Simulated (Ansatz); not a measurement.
# How CaO (Lime) absorbs and reflects light, part 2 of 2

What colour and refractive index does CaO (Lime) have at this level of theory?

Ansatz 0.2.0; DFT, PBE, plane-wave PAW, default files, scalar-relativistic, independent-particle optical response without local fields.

So far. Step 2 (Ground state and bands): There is a gap, 3.66 eV on the path, so no carriers' term is needed. The cell is left with a pressure of 1.2 GPa, as it stands unrelaxed at this level.

## (3) Spectrum

The spectrum is a sum over vertical transitions between filled and empty bands at the fixed density, so many empty bands are needed.

This step: DFT, PBE, plane-wave PAW, default files, scalar-relativistic, independent-particle optical response without local fields (Ansatz 0.2.0).

Contents of input.yaml:

```yaml
crystal:
  lattice:
    - [0.0, 2.4065, 2.4065]
    - [2.4065, 0.0, 2.4065]
    - [2.4065, 2.4065, 0.0]
  atoms:
    - { symbol: Ca, position: [0.0, 0.0, 0.0] }
    - { symbol: O, position: [0.5, 0.5, 0.5] }
kpoints:
  mp_grid: { grid: [8, 8, 8] }
scf:
  occupations: { method: fixed }
hamiltonian:
  xc: pbe
  pseudopotentials: { kind: paw }
output:
  optics:
    e_range: [0, 20]
    de: 0.05
    sigma: 0.15
    nscf_kmesh: { grid: [10, 10, 10] }
    bands: { spectra_wanted_up_to: 20 }
```

Command:

```
ansatz run input.yaml --threads 4 --pin off --max-ram 8192MiB --backend cpu --events-out ev --progress --plain --runs-dir out
```

Numbers of over 12 decimals in the logs are rounded to 6 here.

Output:

```text
[...]
Crystal: 2 atoms, lattice volume = 27.873 Å³
Basis set: ecut = 420 eV, 537 PW (Γ)
Bands: 12, of which v1, the nominal top of the filled ones, is band 8 counted from 1 (7 counted from 0)
Symmetry: 48 space group operations
[...]
k-points: 29 of 512
[...]
SCF iter   1: F=—  HF=-2387.721866 eV  |F-HF|=—  |Δ(HF+E_count)|=         —  Δρ=1.16e-3  dr2=3.16e-4  ethr=1.77e-3  ⟨swp⟩=4.7  Hψ=2023  notcnv=0  defer=6
[...]
SCF iter  10: F=-2387.721763 eV  HF=-2387.721763 eV  |F-HF|=4.55e-13  |Δ(HF+E_count)|=  1.95e-10  Δρ=2.74e-8  dr2=1.65e-13  ethr=1.00e-12  ⟨swp⟩=2.2  Hψ=1086  notcnv=0
SCF 1 converged in 10 iterations: F = -2387.721763 eV  dr2 = 1.65e-13
[...]
NSCF: frozen V_eff on 47 k-points
[...]
output.optics: what the bands over the 24 summed would add to eps1, eps2 and the energy-loss function is held between a lower and an upper bound (7 Lanczos steps). eps1, eps2 and their loss function (loss_summed_bands) are given on every row as the summed bands alone make them. Along an axis, on a row where the two bounds hold the loss function to about 1 % of the greater of itself and 0.5 % of |1/eps|, its cell (loss_completed) is given, with the completed eps1 and eps2 that it is formed of (a cell that is left empty reads nan in the table and null in the record). The two bounds hold it so along every axis on all 401 rows up to 20.000 eV. [rest of the remark cut]
SCF converged after 10 iterations
Free energy (F): -2387.721763 eV
[...]
Internal energy: -2387.721763 eV  (E = F + TS)
E sigma→0 (E₀):  -2387.721763 eV
Fermi energy:    7.648918 eV
[...]
--- Band table (eV; the first three rows and the last of 29) ---
  k-point 0: bands = [... 4 lower, -7.8595, 7.6489, 7.6489, 7.6489, 12.3462, 13.8763, 13.8763, 13.8763]
  k-point 1: bands = [... 4 lower, -7.6446, 7.1188, 7.4422, 7.4422, 13.0277, 13.8350, 14.1376, 14.1376]
  k-point 2: bands = [... 4 lower, -7.2060, 6.1279, 6.9986, 6.9986, 13.8988, 14.4838, 14.8233, 14.8233]
  k-point 28: bands = [... 4 lower, -7.2473, 6.3783, 6.5945, 6.5945, 13.9582, 13.9582, 16.0109, 17.1625]
```

The job ended after 2.2 s (4 threads of Arm Neoverse V2, shared host; peak memory 0.49 GiB; 7.1 s of CPU time).

Numbers from this step:

| Item | Value |
| --- | --- |
| electronic dielectric constant ε∞, mean over x, y and z (by symmetry where fewer were run) | 3.919 |
| absorption onset, first axis (α over 10⁴ cm⁻¹, or the direct gap if that lies higher) | 4.030 eV |
| main peak of Im epsilon, first axis | 9.508 eV |
| centre of weight of the strongest loss peak in the window | 12.07 eV |
| least direct gap on the mesh | 4.030 eV |
| bands summed | 24 |
| spectra valid up to | 27.49 eV |
| program's estimate of the k-sum error in Im epsilon | 0.37 % |
| electrons in the f-sum | 10.45 |

The Im ε, any direction has structure finer than the step of the table below, so its rows give means over 0.5 eV, whole bins alone (the curve runs from 0 to 20 eV). Peaks (eV: height): 8.40: 6.01, 9.50: 7.28, 14.95: 1.98.

The Im ε, any direction by photon energy; means over each step:

photon energy (eV), Im ε, any direction and a bar:
```
      3.5       0.00 
      4.0       0.37 ##
      4.5       1.49 ######
      5.0       2.24 ##########
      5.5       2.74 ############
      6.0       3.21 ##############
      6.5       3.32 ##############
      7.0       3.31 ##############
      7.5       3.53 ###############
      8.0       4.93 #####################
      8.5       5.71 #########################
      9.0       4.92 #####################
      9.5       6.93 ##############################
     10.0       4.57 ####################
     10.5       2.65 ###########
     11.0       1.61 #######
     11.5       0.56 ##
     12.0       0.39 ##
     12.5       0.39 ##
     13.0       0.39 ##
     13.5       0.33 #
     14.0       0.40 ##
     14.5       0.66 ###
     15.0       1.77 ########
     15.5       1.36 ######
     16.0       1.15 #####
     16.5       1.15 #####
     17.0       1.01 ####
     17.5       0.89 ####
     18.0       0.76 ###
     18.5       1.19 #####
     19.0       0.91 ####
     19.5       0.64 ###
```

Table of Re ε, any direction by photon energy:

| photon energy (eV) | Re ε, any direction |
| --- | --- |
| 0.0 | 3.92 |
| 0.5 | 3.93 |
| 1.0 | 3.97 |
| 1.5 | 4.03 |
| 2.0 | 4.13 |
| 2.5 | 4.28 |
| 3.0 | 4.50 |
| 3.5 | 4.87 |
| 4.0 | 5.83 |
| 4.5 | 5.82 |
| 5.0 | 5.58 |
| 5.5 | 5.18 |
| 6.0 | 4.81 |
| 6.5 | 4.17 |
| 7.0 | 4.07 |
| 7.5 | 4.23 |
| 8.0 | 4.54 |
| 8.5 | 2.24 |
| 9.0 | 2.50 |
| 9.5 | 0.546 |
| 10.0 | -2.28 |
| 10.5 | -1.58 |
| 11.0 | -1.61 |
| 11.5 | -0.848 |
| 12.0 | -0.0383 |
| 12.5 | 0.412 |
| 13.0 | 0.718 |
| 13.5 | 0.989 |
| 14.0 | 1.40 |
| 14.5 | 1.95 |
| 15.0 | 1.39 |
| 15.5 | 0.952 |
| 16.0 | 0.999 |
| 16.5 | 1.01 |
| 17.0 | 0.913 |
| 17.5 | 0.950 |
| 18.0 | 1.14 |
| 18.5 | 1.26 |
| 19.0 | 0.715 |
| 19.5 | 0.945 |
| 20.0 | 1.09 |

Loss function −Im 1/ε at q → 0, any direction against energy loss; read off at these points:

energy loss (eV), loss function −Im 1/ε at q → 0, any direction and a bar:
```
     3.50       0.00 
     4.00       0.01 
     4.50       0.04 
     5.00       0.06 #
     5.50       0.08 #
     6.00       0.10 #
     6.50       0.12 #
     7.00       0.12 #
     7.50       0.12 #
     8.00       0.11 #
     8.50       0.15 ##
     9.00       0.17 ##
     9.50       0.14 ##
    10.00       0.18 ##
    10.50       0.28 ###
    11.00       0.31 ####
    11.50       0.51 ######
    12.00       2.53 ##############################
    12.50       1.21 ##############
    13.00       0.58 #######
    13.50       0.30 ####
    14.00       0.19 ##
    14.50       0.13 ##
    15.00       0.34 ####
    15.50       0.49 ######
    16.00       0.50 ######
    16.50       0.49 ######
    16.85       0.55 ######
    17.00       0.55 ######
    17.50       0.53 ######
    18.00       0.39 #####
    18.50       0.40 #####
    19.00       0.69 ########
    19.50       0.49 ######
    20.00       0.37 ####
```

The reflectivity at normal incidence, any direction by photon energy; read off at these points:

photon energy (eV), reflectivity at normal incidence, any direction (%) and a bar:
```
     0.00       10.8 #####
     0.50       10.9 #####
     1.00       11.0 #####
     1.50       11.2 #####
     2.00       11.6 ######
     2.50       12.1 ######
     3.00       12.9 ######
     3.50       14.1 #######
     4.00       17.2 #########
     4.50       18.1 #########
     5.00       18.6 #########
     5.50       18.7 #########
     6.00       19.2 ##########
     6.50       18.4 #########
     7.00       18.3 #########
     7.50       19.0 ##########
     8.00       23.9 ############
     8.50       27.8 ##############
     9.00       22.2 ###########
     9.50       35.4 ##################
    10.00       44.0 ######################
    10.25       45.6 #######################
    10.50       40.8 #####################
    11.00       48.2 #########################
    11.50       58.6 ##############################
    12.00       24.6 ############
    12.50        5.6 ###
    13.00        1.8 #
    13.50        0.7 
    14.00        1.4 
    14.50        3.5 #
    15.00       10.3 #####
    15.50        7.5 ####
    16.00        5.8 ###
    16.50        6.0 ###
    17.00        5.0 ##
    17.50        4.2 ##
    18.00        2.5 #
    18.50        6.2 ###
    18.75        7.4 ###
    19.00        5.1 ##
    19.50        2.4 #
    20.00        1.6
```

Values under 1 per cm are given as 1. Table of absorption coefficient, any direction by photon energy:

photon energy (eV), log10 absorption coefficient, any direction (1/cm) and a bar:
```
    0.000        0.0 
    0.500        0.0 
    1.000        0.0 
    1.500        0.0 
    2.000        0.0 
    2.500        0.0 
    3.000        0.0 
    3.500        0.0 
    4.000        4.3 #####################
    4.500        5.1 #########################
    5.000        5.4 ##########################
    5.500        5.5 ##########################
    6.000        5.6 ###########################
    6.500        5.7 ###########################
    7.000        5.7 ###########################
    7.500        5.8 ############################
    8.000        5.9 ############################
    8.500        6.1 #############################
    9.000        6.0 #############################
    9.500        6.2 ##############################
   10.000        6.3 ##############################
   10.500        6.2 ##############################
   11.000        6.2 ##############################
   11.500        6.0 #############################
   12.000        5.8 ###########################
   12.500        5.5 ##########################
   13.000        5.5 ##########################
   13.500        5.4 ##########################
   14.000        5.4 ##########################
   14.500        5.4 ##########################
   15.000        6.0 #############################
   15.500        6.0 ############################
   16.000        5.9 ############################
   16.500        5.9 ############################
   17.000        5.9 ############################
   17.500        5.9 ############################
   18.000        5.8 ############################
   18.500        6.0 #############################
   19.000        5.9 ############################
   19.500        5.8 ############################
   20.000        5.7 ###########################
```

From ε follow the optical constants at some laser and lamp lines:

| wavelength (nm) | n | k | R (%) | 1/α |
| --- | --- | --- | --- | --- |
| 1550 | 1.99 | 0.000 | 10.9 | over 1 mm |
| 800 | 2.01 | 0.000 | 11.3 | over 1 mm |
| 633 | 2.03 | 0.000 | 11.6 | over 1 mm |
| 532 | 2.05 | 0.000 | 11.9 | over 1 mm |
| 405 | 2.13 | 0.000 | 13.0 | over 1 mm |
| 308 | 2.43 | 0.067 | 17.4 | 367 nm |
| 193 | 2.19 | 0.762 | 18.5 | 20 nm |

Rows near the edge hang on the gap, which this functional as a rule makes too small, and phonon-assisted absorption is left out.

A film 1 µm thick would pass 79 % of daylight and look colourless in transmission (x = 0.314, y = 0.331).

The f-sum over the summed bands holds 10.4 of the cell's 16 electrons outside the frozen cores, 10 of which lie in bands more than 12 eV below the Fermi level, whose transitions come at higher energies. Up to 20 eV the strength has a mean oscillator energy of 9.2 eV, and these transitions give 84 % of ε∞ − 1 along x; the rest comes from higher ones.

## (4) Static response with local fields

Perturbation theory gives the static response with local fields and the functional's kernel, and it needs no empty bands.

This step: DFT, PBE, plane-wave PAW, default files, scalar-relativistic, static field response by perturbation theory with local fields (Ansatz 0.2.0).

input.yaml, the sections that differ from step 3:

```yaml
dielectric: {}
# crystal, kpoints, scf, hamiltonian: as in step 3
# output: removed
```

Output:

```text
[...]
Crystal: 2 atoms, lattice volume = 27.873 Å³
Basis set: ecut = 420 eV, 537 PW (Γ), exchange–correlation on 48×48×48 points (8 copies of the dense FFT grid, shifted against one another)
Bands: 12, of which v1, the nominal top of the filled ones, is band 8 counted from 1 (7 counted from 0)
Symmetry: 48 space group operations
k-points: 59 of 512 (irreducible under 8 space group operations, time reversal used)
[...]
SCF iter   1: F=—  HF=-2387.721819 eV  |F-HF|=—  |Δ(HF+E_count)|=         —  Δρ=1.01e-3  dr2=2.18e-4  ethr=1.77e-3  ⟨swp⟩=4.8  Hψ=4204  notcnv=0  defer=12
[...]
SCF iter  10: F=-2387.721761 eV  HF=-2387.721761 eV  |F-HF|=0.00e0  |Δ(HF+E_count)|=  1.12e-10  Δρ=1.58e-8  dr2=5.88e-14  ethr=1.00e-12  ⟨swp⟩=1.1  Hψ=1962  notcnv=0
SCF 1 converged in 10 iterations: F = -2387.721761 eV  dr2 = 5.88e-14
[...]
DFPT response loops at Γ: preconditioner auto → none (the input reference at scf.mixing.eps_inf says where Resta's filter doesn't serve); β = 0.50; Broyden in place of MSR1
── the response to a field inside a basis, on 8×8×8 k-points: an SCF that follows is theirs, and a resumed run solves both again ──
Bands: 9, of which v1, the nominal top of the filled ones, is band 8 counted from 1 (7 counted from 0)
k-points: 60 of 512 (irreducible under 12 space group operations)
[...]
Eigensolver: Dense (60 Hₖ)
SCF iter   1: F=—  HF=-2387.723157 eV  |F-HF|=—  |Δ(HF+E_count)|=         —  Δρ=5.00e-4  dr2=1.09e-5  ethr=1.00e-1
[...]
SCF iter   4: F=-2387.723167 eV  HF=-2387.723167 eV  |F-HF|=1.72e-8  |Δ(HF+E_count)|=   5.16e-8  Δρ=1.47e-5  dr2=1.71e-8  ethr=2.30e-8
SCF 1 converged in 4 iterations: F = -2387.723167 eV  dr2 = 1.71e-8
[...]
SCF converged after 10 iterations
Free energy (F): -2387.721761 eV
[...]
Internal energy: -2387.721761 eV  (E = F + TS)
E sigma→0 (E₀):  -2387.721761 eV
Fermi energy:    7.648890 eV
[...]
--- Band table (eV; the first three rows and the last of 59) ---
  k-point 0: bands = [... 4 lower, -7.8595, 7.6489, 7.6489, 7.6489, 12.3462, 13.8763, 13.8763, 13.8763]
  k-point 1: bands = [... 4 lower, -7.6446, 7.1188, 7.4422, 7.4422, 13.0277, 13.8350, 14.1376, 14.1376]
  k-point 2: bands = [... 4 lower, -7.2060, 6.1278, 6.9986, 6.9986, 13.8988, 14.4838, 14.8233, 14.8233]
  k-point 58: bands = [... 4 lower, -7.2473, 6.3783, 6.5945, 6.5945, 13.9581, 13.9581, 16.0110, 17.1625]
--- Dielectric response (ions clamped): 3 representative field directions + reference, inside a basis on a mesh of 512 k-points (Σ response iterations 15) ---
  ε∞ (high-frequency dielectric tensor):
        3.790478     0.000000    -0.000000
        0.000000     3.790478     0.000000
       -0.000000     0.000000     3.790478
  Born effective charges Z* (e; rows j = field, columns β = displacement):
    site 0:
         2.35475   -0.00000   -0.00000
        -0.00000    2.35475   -0.00000
        -0.00000    0.00000    2.35475
    site 1:
        -2.35475    0.00000    0.00000
         0.00000   -2.35475    0.00000
         0.00000   -0.00000   -2.35475
  Z* charge neutrality: 1.099e-3 e pre-enforcement
  solved inside a basis spanned on kpoints, on 8×8×8 k-points, its susceptibility summed on 12×12×12: ε∞ is read to err by 9.2e-3, Z* by 1.1e-2 e (field_mesh: kpoints solves on kpoints); Z* is corrected for what the basis lacks
```

The job ended after 4.5 s (4 threads; peak memory 0.36 GiB).

This step gave:

| Property | Result |
| --- | --- |
| electronic dielectric constant ε∞, mean over x, y and z (by symmetry where fewer were run) | 3.791 |

ε∞ with local fields:

```
3.79 0.00 0.00
0.00 3.79 0.00
0.00 0.00 3.79
```

Diagonal elements. Born, by row:

| atom | Z*xx (e) | Z*yy (e) | Z*zz (e) |
| --- | --- | --- | --- |
| Ca1 | 2.355 | 2.355 | 2.355 |
| O2 | -2.355 | -2.355 | -2.355 |

Mean Born charges are Ca +2.35 and O -2.35, against formal valences of +2 and -2. The largest lies a little above its ionic value.

## (5) Outcome

```yaml
gap_on_the_path: 3.66 eV
least_direct_gap_on_the_path: 4.03 eV
electronic_dielectric_constant_eps_infinity_mean_over_x_y_and_z_by_symmetry_where_fewer_were_run_independent_particles: 3.92
absorption_onset_first_axis_alpha_over_1e4_cm_minus1_or_the_direct_gap_if_that_lies_higher: 4.03 eV
main_peak_of_im_epsilon_first_axis: 9.51 eV
centre_of_weight_of_the_strongest_loss_peak_in_the_window_first_axis: 12.1 eV
electronic_dielectric_constant_eps_infinity_mean_over_x_y_and_z_by_symmetry_where_fewer_were_run_static_response_with_local_fields: 3.79
```

In words: At this level (PBE, independent particles) CaO has ε∞ = 3.92 (3.79 with local fields) and n = 1.99 at 1550 nm; absorption sets in near 4.0 eV, and Im ε peaks at 9.5 eV. The gap is indirect (3.66 eV), so absorption without phonons can begin only at the direct gap of 4.03 eV. Lines 0.15 eV wide carry a tail of absorption under the direct gap, past the threshold already at 3.94 eV. Absorption passes 10⁴ cm⁻¹ from the direct gap on, 4.03 eV, in the ultraviolet, so the visible is passed. The strongest loss structure up to 20 eV has its centre of weight at 12.1 eV; a free-electron gas of the 10.4 electrons in the f-sum would put its plasmon at 22.7 eV. The f-sum over the summed bands holds 10.4 of the cell's 16 electrons outside the frozen cores, 10 of which lie in bands more than 12 eV below the Fermi level, whose transitions come at higher energies. Up to 20 eV the strength has a mean oscillator energy of 9.2 eV, and these transitions give 84 % of ε∞ − 1 along x; the rest comes from higher ones. A film 1 µm thick would pass 79 % of daylight and look colourless in transmission (x = 0.314, y = 0.331). With local fields and the functional's kernel the static response is 3.79 against 3.92 for independent particles (-3 %). In the base spectrum excitons and phonon-assisted transitions are missing, and so are local fields; PBE gaps are as a rule too small, which pulls the onset down and ε∞ up. In the base run ε includes the program's bounded estimate of what the bands above those summed add.

[Logs are printed without paths, hosts, clocks, repeated set-up lines and the standing remarks that a program may print on its own settings, such as how far it seeks lower states.]

[Hosts, paths, dates, database ids (printed as entryN), source tags and the programs' standing remarks are cut or masked in the printed files.]
